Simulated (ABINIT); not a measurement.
Computed results, one entry a study.

```json
{"subject": "A GW chain in ABINIT: Diamond (Fd-3m, 2 atoms a cell)", "lattice_ang": [[-0.0, 1.7834, 1.7834], [1.7834, -0.0, 1.7834], [1.7834, 1.7834, 0.0]], "atoms": [["C", 0.0, 0.0, 0.0], ["C", 0.25, 0.25, 0.25]], "method": "RPA screening on LDA, plane waves, norm-conserving pseudopotentials (and 2 further levels or steps)", "program": "ABINIT 10.8.3", "settings": "cutoff 37 Ha, PseudoDojo scalar-relativistic 0.4.1 standard, norm-conserving, ngkpt (6, 6, 6), nband 22, ecuteps 4 Ha, inclvkb 2, shiftk (0, 0, 0), symchi 1, awtr 1, frequency ppm, 6×6×6 k-mesh", "cost": "5 runs, 14 s in all on 4 MPI ranks of Arm Neoverse V2, shared host", "notes": "The cell and positions come from the Crystallography Open Database and are kept as given unless a step says otherwise. The 6×6×6 mesh is coarse for this cell, which bears on the long-range parts of exchange and screening.", "results": {"lda_gap": "4.14 eV, indirect", "g0w0_gap_on_the_mesh": "5.40 eV", "gw_settings": "6×6×6 mesh, 22 bands, screening to 108.8 eV, Godby-Needs plasmon pole", "known_limits": "short of the basis limit; coarse k mesh"}}
```

[Long decimals in the printed logs are rounded to 6 places.]

[Logs are printed without paths, hosts, clocks, repeated set-up lines and the standing remarks that a program may print on its own settings, such as how far it seeks lower states.]

[Paths, hosts, dates, memory and timing lines, banners, echoed tables and standing remarks are left out of the program output; an Ansatz launch command may be rebuilt from the run's recorded settings. Measured values are a selection of at most five: reports struck by readers or far from the other reports are left out. None is set beside runs whose start may be inverted or whose files or cutoffs have a known fault.]

[Runs of the session that timed out or met a known fault of the program may be left out.]

[Hosts, paths, dates, database ids (printed as entryN), source tags and the programs' standing remarks are cut or masked in the printed files.]

[G0W0 gaps are taken among the corrected bands and points alone; a level outside them can change the order at an edge.]

[Where Ansatz stands beside ABINIT at settings called matched, ABINIT's density can come from a denser mesh and the files from another edition; pairs whose starting gaps differed by over 0.03 eV were left out, so agreement reads better than it is.]
